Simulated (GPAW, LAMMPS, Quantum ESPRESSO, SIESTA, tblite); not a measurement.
# GPAW runs on amorphous Si0.8Ge0.2 (141 atoms), part 2 of 2

Aim: run amorphous Si0.8Ge0.2 (141 atoms) in GPAW and see how near its forces come to a plane-wave reference, and at what cost.

Program: GPAW 26.7.0; the method stands at each step. Banners, paths, timers and routine set-up lines are dropped from the logs unmarked, and long logs keep their key lines alone; longer cuts are marked.

So far. Step 3 (PBE, plane waves 350 eV): The run ends at a pressure of -0.56 GPa, with forces up to 0.91 eV/Å. Step 4 (PBE, LCAO dzp, h 0.2 Å, other mixer settings): Against the first run (15 %), the force difference from the reference is 15 %, at 1.2 times the CPU time (on 4 against 2 cores): another solver or mixer reaches the same state.

### 5. PBE, LCAO dzp, h 0.25 Å

Method: Kohn-Sham DFT, PBE, PAW, atomic orbitals (dzp).

Contents of run.py:

```python
import numpy as np
from ase.io import read
from gpaw import GPAW, FermiDirac
from ase.parallel import parprint as print

atoms = read("structure.xyz")
atoms.calc = GPAW(
    mode="lcao",
    basis="dzp",
    h=0.25,
    xc="PBE",
    kpts={"size": (1, 1, 1), "gamma": True},
    occupations=FermiDirac(0.05),
    maxiter=200,
    symmetry={"point_group": False},
    txt="gpaw.txt",
)
energy = atoms.get_potential_energy(force_consistent=True)
forces = atoms.get_forces()
print(f"energy {energy:.6f} eV")
print("forces (eV/A)")
for i, (a, f) in enumerate(zip(atoms, forces)):
    print(f"{i:4d} {a.symbol:2s} {f[0]:10.5f} {f[1]:10.5f} {f[2]:10.5f}")
print(f"Fermi level {atoms.calc.get_fermi_level():.4f} eV")
for k in range(len(atoms.calc.get_ibz_k_points())):
    for s in range(atoms.calc.get_number_of_spins()):
        e = atoms.calc.get_eigenvalues(kpt=k, spin=s)
        n = np.searchsorted(e, atoms.calc.get_fermi_level())
        print(f"k {k} spin {s} levels about the Fermi level:", np.round(e[max(n - 6, 0):n], 4).tolist(), "|", np.round(e[n:n + 6], 4).tolist())
```

Contents of structure.xyz:

```xyz
141
Lattice="14.37980 0.00000 0.00000 0.00000 14.37980 0.00000 0.00000 0.00000 14.37980" Properties=species:S:1:pos:R:3 pbc="T T T"
[... 141 atom lines left out: the same atoms as in the first run ...]
```

Run with:

```console
> OMP_NUM_THREADS=1 mpirun -np 2 gpaw python run.py > output.txt
```

What it wrote:

```text
energy -681.146977 eV
forces (eV/A)
   0 Si    0.16629    0.18565   -0.15578
   1 Si    0.13468    0.02355    0.15017
   2 Si   -0.16065    0.21931   -0.08666
   3 Si   -0.06299    0.03670   -0.12291
   4 Si   -0.01284    0.01660   -0.34717
   5 Si    0.06332    0.51169   -0.09380
   6 Si    0.31054   -0.01107   -0.11266
   7 Si   -0.06302    0.88865    0.28570
   8 Si    0.36687    0.19469   -0.19616
   9 Si    0.47100   -0.02810   -0.50711
  10 Si    0.08746   -0.24400    0.07465
  11 Si    0.15138    0.01113   -0.09955
[...]
136 Ge    0.40873    0.06746   -0.14186
 137 Ge   -0.16278   -0.53671    0.06010
 138 Ge    0.01089    0.28442    0.05053
 139 Ge    0.23195    0.14986    0.13052
 140 Ge    0.22735   -0.05313    0.25123
Fermi level 5.3886 eV
k 0 spin 0 levels about the Fermi level: [5.1329, 5.1851, 5.2074, 5.2884, 5.3419, 5.362] | [5.394, 5.4386, 5.5481, 5.5663, 5.6499, 5.6661]
```

gpaw.txt:

```text
Input parameters:
  mode=LCAO(),
  basis={'default': 'dzp'},
  h=0.25,
  kpts=MonkhorstPack(size=(1, 1, 1), gamma=True),
  maxiter=200,
  occupations=Occupations(name='fermi-dirac', width=0.05, fixmagmom=False),
  symmetry=Symmetry(point_group=False),
  xc=XC(name='PBE')
[... lines left out ...]
  Fermi-Dirac:
[... lines left out ...]
convergence criteria:
- Maximum [total energy] change in last 3 cyles: 0.0005 eV / valence electron
[... lines left out ...]
Converged in 21 steps
[... lines left out ...]
  Free energy:    -681.146977
[... lines left out ...]
dipole moment: (-34.838900, -74.867986, 50.508292)  # |e|*Ang
Fermi level: 5.389
Eigenvalues  # (at kpt = [0.000, 0.000, 0.000])
| band index |      eig [eV] | occ [0-2] |
|------------|---------------|-----------|
|          0 |        -6.992 |     2.000 |
|        ... |               |           |
|        274 |         4.977 |     1.999 |
|        275 |         5.087 |     1.995 |
[...]
|        289 |         5.776 |     0.001 |
|        ... |               |           |
|        342 |         7.616 |     0.000 |
Gap: 0.032 eV
Transition (v -> c):
  (s=0, k=0, n=281, [0.00, 0.00, 0.00]) -> (s=0, k=0, n=282, [0.00, 0.00, 0.00])
No difference between direct/indirect transitions
Force computation time: 26.981  # s
```

Wall time 5.3 min (2 MPI ranks of Arm Neoverse V1, shared host); peak memory 2.1 GiB.

Against the reference:

```yaml
r_m_s_force_component: 0.2255 eV/Å
r_m_s_difference_of_force_components: 38.27 meV/Å
longest_difference_of_force_vectors: 162.8 meV/Å
force_difference_over_r_m_s_force: 18 %
slope_of_forces_against_the_reference_s: 1.046
correlation_of_force_components: 0.9865
energy_less_the_same_level_run_s: 12.1 meV/atom
r_m_s_force_difference_from_the_same_level_run: 19.25 meV/Å
```

This is a coarse setting, run to see what it loses.

Against the first run (15 %), the force difference from the reference is 18 %, at 0.59 times the CPU time: the grid matters here.

### 6. revPBE, LCAO dzp, h 0.2 Å

Method: Kohn-Sham DFT, revPBE, PAW, atomic orbitals (dzp).

run.py, as its differences from that of step 5:

```diff
@@ -9,4 +9,4 @@
     basis="dzp",
-    h=0.25,
-    xc="PBE",
+    h=0.2,
+    xc="revPBE",
     kpts={"size": (1, 1, 1), "gamma": True},
```

structure.xyz is that of step 5.

What it wrote:

```text
energy -645.092979 eV
forces (eV/A)
   0 Si    0.18171    0.17725   -0.15689
   1 Si    0.13139    0.03694    0.15571
   2 Si   -0.15750    0.21723   -0.10128
   3 Si   -0.05613    0.02464   -0.13364
   4 Si   -0.02205    0.02256   -0.36052
   5 Si    0.07981    0.51318   -0.09418
[...]
138 Ge   -0.04235    0.23969    0.01136
 139 Ge    0.29022    0.11743    0.14450
 140 Ge    0.22774   -0.09583    0.25884
Fermi level 5.4718 eV
k 0 spin 0 levels about the Fermi level: [5.2134, 5.2669, 5.2868, 5.3689, 5.4253, 5.4472] | [5.4783, 5.5193, 5.6317, 5.6499, 5.7351, 5.7512]
```

gpaw.txt:

```text
Input parameters:
  mode=LCAO(),
  basis={'default': 'dzp'},
  h=0.2,
  kpts=MonkhorstPack(size=(1, 1, 1), gamma=True),
  maxiter=200,
  occupations=Occupations(name='fermi-dirac', width=0.05, fixmagmom=False),
[... lines left out ...]
  Fermi-Dirac:
[... lines left out ...]
convergence criteria:
- Maximum [total energy] change in last 3 cyles: 0.0005 eV / valence electron
[... lines left out ...]
Converged in 21 steps
[... lines left out ...]
  Free energy:    -645.092979
[... lines left out ...]
Fermi level: 5.472
[... lines left out ...]
|        ... |               |           |
|        274 |         5.055 |     2.000 |
|        275 |         5.165 |     1.996 |
[...]
|        289 |         5.867 |     0.001 |
|        ... |               |           |
|        342 |         7.710 |     0.000 |
Gap: 0.031 eV
Transition (v -> c):
  (s=0, k=0, n=281, [0.00, 0.00, 0.00]) -> (s=0, k=0, n=282, [0.00, 0.00, 0.00])
No difference between direct/indirect transitions
Force computation time: 51.635  # s
```

Elapsed: 8.8 min, on 2 MPI ranks; peak memory 3.3 GiB; 18 min of CPU time.

Compared with the plane-wave run:

```yaml
r_m_s_force_component: 0.2278 eV/Å
r_m_s_difference_of_force_components: 39.95 meV/Å
longest_difference_of_force_vectors: 189 meV/Å
force_difference_over_r_m_s_force: 18.79 %
slope_of_forces_against_the_reference_s: 1.056
correlation_of_force_components: 0.9859
```

Against the first run (15 %), the force difference from the reference is 19 %, at 0.98 times the CPU time; the model has changed, so this is no error of the program alone.

### 7. All runs compared

Differences are against the plane-wave reference, forces as r.m.s. over components; share is that over the reference's r.m.s. force, slope the least-squares factor from reference forces to these. Total energies of different programs have different zeros and aren't compared.

| run | Δ force, r.m.s. (meV/Å) | share (%) | slope | Δ pressure (GPa) | cores | CPU time | memory (GiB) |
| --- | --- | --- | --- | --- | --- | --- | --- |
| reference | - | - | - | - | 4 | 59 min | 12 |
| GPAW PBE, LCAO dzp, h 0.2 Å | 32.1 | 15.1 | 1.042 | - | 2 | 18 min | 3.3 |
| GPAW PBE, plane waves 350 eV | 15.3 | 7.20 | 1.015 | 0.396 | 4 | 28 min | 3.4 |
| GPAW PBE, LCAO dzp, h 0.2 Å, other mixer settings | 32.1 | 15.1 | 1.043 | - | 4 | 22 min | 4.3 |
| GPAW PBE, LCAO dzp, h 0.25 Å (coarse) | 38.3 | 18.0 | 1.046 | - | 2 | 11 min | 2.1 |
| GPAW revPBE, LCAO dzp, h 0.2 Å | 40.0 | 18.8 | 1.056 | - | 2 | 18 min | 3.3 |

Rows marked coarse were listed beforehand as settings not expected to be converged; some can still land near the reference.

CPU time is summed over cores on a shared host, where runs went side by side, so it is rough. Symmetry, cutoffs, thresholds, outputs and thread counts weren't matched or tuned between programs; memory under MPI is the largest rank's times the ranks.

Within one program, basis, potentials and functional, energies share a zero. Each run against its twin at the usual cutoff or grid and solver:

| run | twin | Δ energy (meV/atom) | Δ force, r.m.s. (meV/Å) | CPU time over the twin's |
| --- | --- | --- | --- | --- |
| GPAW PBE, LCAO dzp, h 0.2 Å, other mixer settings | LCAO dzp, h 0.2 Å | 1.0e-4 | 1.4 | 1.2 (this twin ran on 2 cores) |
| GPAW PBE, LCAO dzp, h 0.25 Å | LCAO dzp, h 0.2 Å | 12.1 | 19.2 | 0.59 |

### 8. Outcome

```
nearest in forces : GPAW PBE, plane waves 350 eV, 7.2 %
its CPU time      : 28 min
```

PBE on plane waves or a grid with other potentials, cutoffs or grids, coarse settings apart, differs from the reference by 7.2 % (GPAW PBE, plane waves 350 eV) of the r.m.s. force; potentials, valence shells or grid differ, and the table alone doesn't part them. The PBE runs in local orbitals, coarse settings apart, differ by 15 % in each run; basis, grid and potentials can all enter. Rows with another functional or a dispersion term differ by 19 % (GPAW revPBE, LCAO dzp, h 0.2 Å), which mixes the change of model with differences of basis and potentials. Runs with settings chosen to be coarse differ by 18 % (GPAW PBE, LCAO dzp, h 0.25 Å), their programs' other errors included. Of the electronic-structure runs that take under half the reference's CPU time, GPAW PBE, plane waves 350 eV comes nearest, at 7.2 % in 28 min against 59 min. The potentials hold different valence shells: 844 electrons in the reference, 564 in GPAW; this bears on time and differences. GPAW's setups keep the filled d shell of Ge in the core. The reference's pressure holds the uncorrected Pulay stress of its 45 Ry basis, so small pressure differences, and their order, may be the reference's own error. The quench rate of 10 K/ps is many orders above laboratory rates, so the cell is likely richer in defects and strain than a real sample. The network of bonds at the start is that of the classical potential that made the cell, and needn't be the one that DFT or experiment would give. The electronic-structure runs sample only Γ, in a cell whose shortest periodic width is 14 Å, which is coarse for a cell with partly filled levels.

[Also dropped from logs without a mark: logging warnings of Python, and SIESTA's first energy breakdown and zero terms.]

[Logs are printed without paths, hosts, clocks, repeated set-up lines and the standing remarks that a program may print on its own settings, such as how far it seeks lower states.]

[Hosts, paths, dates, database ids (printed as entryN), source tags and the programs' standing remarks are cut or masked in the printed files.]
